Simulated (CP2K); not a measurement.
Acetylacetonitrile has these distinct C atoms: C1 (bonded to C and 3 H), C2 (bonded to 2 C and O), C4 (bonded to 2 C and 2 H) and C5 (bonded to C and N).

```xyz
11

C    -1.6420   -0.1140    0.0826
C    -0.3105    0.4974   -0.2883
O    -0.1998    1.5427   -0.9033
C     0.9194   -0.3173    0.1761
C     2.2012    0.2726   -0.1770
N     3.2338    0.7313   -0.4523
H    -1.7207   -0.2290    1.1742
H    -2.4573    0.5175   -0.2818
H    -1.7334   -1.1226   -0.3483
H     0.8607   -0.4476    1.2688
H     0.8487   -1.3310   -0.2507
```

Their partial C K spectra (CP2K XAS_TDP, all-electron GAPW, PBEh(45%), aug-cc-pVDZ, TDA, GW2X-corrected core level, no relativity) are given in random order, each times the number of alike atoms.

Gaussian full width 0.5 eV, oscillator strength per eV, alike atoms added, rows of zeros left out:

| E (eV) | curve 1 | curve 2 | curve 3 | curve 4 |
| --- | --- | --- | --- | --- |
| 288.00 | 0.000 | 0.001 | 0.000 | 0.000 |
| 288.25 | 0.000 | 0.020 | 0.000 | 0.000 |
| 288.50 | 0.000 | 0.097 | 0.000 | 0.001 |
| 288.75 | 0.000 | 0.120 | 0.000 | 0.018 |
| 289.00 | 0.000 | 0.038 | 0.000 | 0.115 |
| 289.25 | 0.000 | 0.003 | 0.001 | 0.195 |
| 289.50 | 0.000 | 0.000 | 0.000 | 0.085 |
| 289.75 | 0.000 | 0.000 | 0.000 | 0.010 |
| 290.00 | 0.001 | 0.000 | 0.002 | 0.000 |
| 290.25 | 0.002 | 0.000 | 0.010 | 0.000 |
| 290.50 | 0.002 | 0.000 | 0.014 | 0.000 |
| 290.75 | 0.010 | 0.000 | 0.006 | 0.000 |
| 291.00 | 0.023 | 0.000 | 0.008 | 0.000 |
| 291.25 | 0.024 | 0.000 | 0.045 | 0.000 |
| 291.50 | 0.030 | 0.000 | 0.073 | 0.000 |
| 291.75 | 0.019 | 0.000 | 0.040 | 0.001 |
| 292.00 | 0.005 | 0.000 | 0.027 | 0.001 |
| 292.25 | 0.002 | 0.000 | 0.029 | 0.000 |
| 292.50 | 0.007 | 0.000 | 0.019 | 0.000 |
| 292.75 | 0.024 | 0.000 | 0.012 | 0.001 |
| 293.00 | 0.046 | 0.000 | 0.016 | 0.002 |
| 293.25 | 0.068 | 0.001 | 0.011 | 0.003 |
| 293.50 | 0.043 | 0.005 | 0.006 | 0.007 |
| 293.75 | 0.020 | 0.009 | 0.015 | 0.013 |
| 294.00 | 0.018 | 0.024 | 0.033 | 0.016 |
| 294.25 | 0.012 | 0.030 | 0.039 | 0.015 |
| 294.50 | 0.017 | 0.011 | 0.030 | 0.012 |
| 294.75 | 0.028 | 0.008 | 0.018 | 0.006 |
| 295.00 | 0.027 | 0.011 | 0.015 | 0.004 |
| 295.25 | 0.030 | 0.006 | 0.026 | 0.006 |
| 295.50 | 0.045 | 0.004 | 0.025 | 0.008 |
| 295.75 | 0.038 | 0.013 | 0.012 | 0.005 |
| 296.00 | 0.027 | 0.022 | 0.007 | 0.003 |
| 296.25 | 0.025 | 0.014 | 0.005 | 0.002 |
| 296.50 | 0.025 | 0.008 | 0.004 | 0.003 |
| 296.75 | 0.025 | 0.006 | 0.003 | 0.004 |
| 297.00 | 0.017 | 0.007 | 0.008 | 0.004 |
| 297.25 | 0.006 | 0.016 | 0.013 | 0.007 |
| 297.50 | 0.006 | 0.020 | 0.007 | 0.011 |
| 297.75 | 0.012 | 0.012 | 0.008 | 0.015 |

Question: Which curve belongs to which atom?

Curve 1: C4 (bonded to 2 C and 2 H), leading line at 291.02 eV (f = 0.012 an atom), ionisation energy 294.10 eV, term value 3.08 eV. Curve 2: C2 (bonded to 2 C and O), leading line at 288.66 eV (f = 0.070 an atom), ionisation energy 296.06 eV, term value 7.40 eV. Curve 3: C1 (bonded to C and 3 H), leading line at 291.43 eV (f = 0.024 an atom), ionisation energy 293.24 eV, term value 1.81 eV. Curve 4: C5 (bonded to C and N), leading line at 289.19 eV (f = 0.052 an atom), ionisation energy 294.03 eV, term value 4.84 eV. The leading line of an atom is its first one with 35 % of the strongest within 2.5 eV of its lowest line over the strength cut. A line lies at the core ionisation energy, which rises as an atom loses charge to its neighbours or to a π system, less the term value, which is large for a low π* or σ* orbital with weight on that atom.

[Banner, clock and machine lines of the logs are left out without a mark of their own.]

[Logs are printed without paths, hosts, clocks, repeated set-up lines and the standing remarks that a program may print on its own settings, such as how far it seeks lower states.]

[Hosts, paths, dates, database ids (printed as entryN), source tags and the programs' standing remarks are cut or masked in the printed files.]
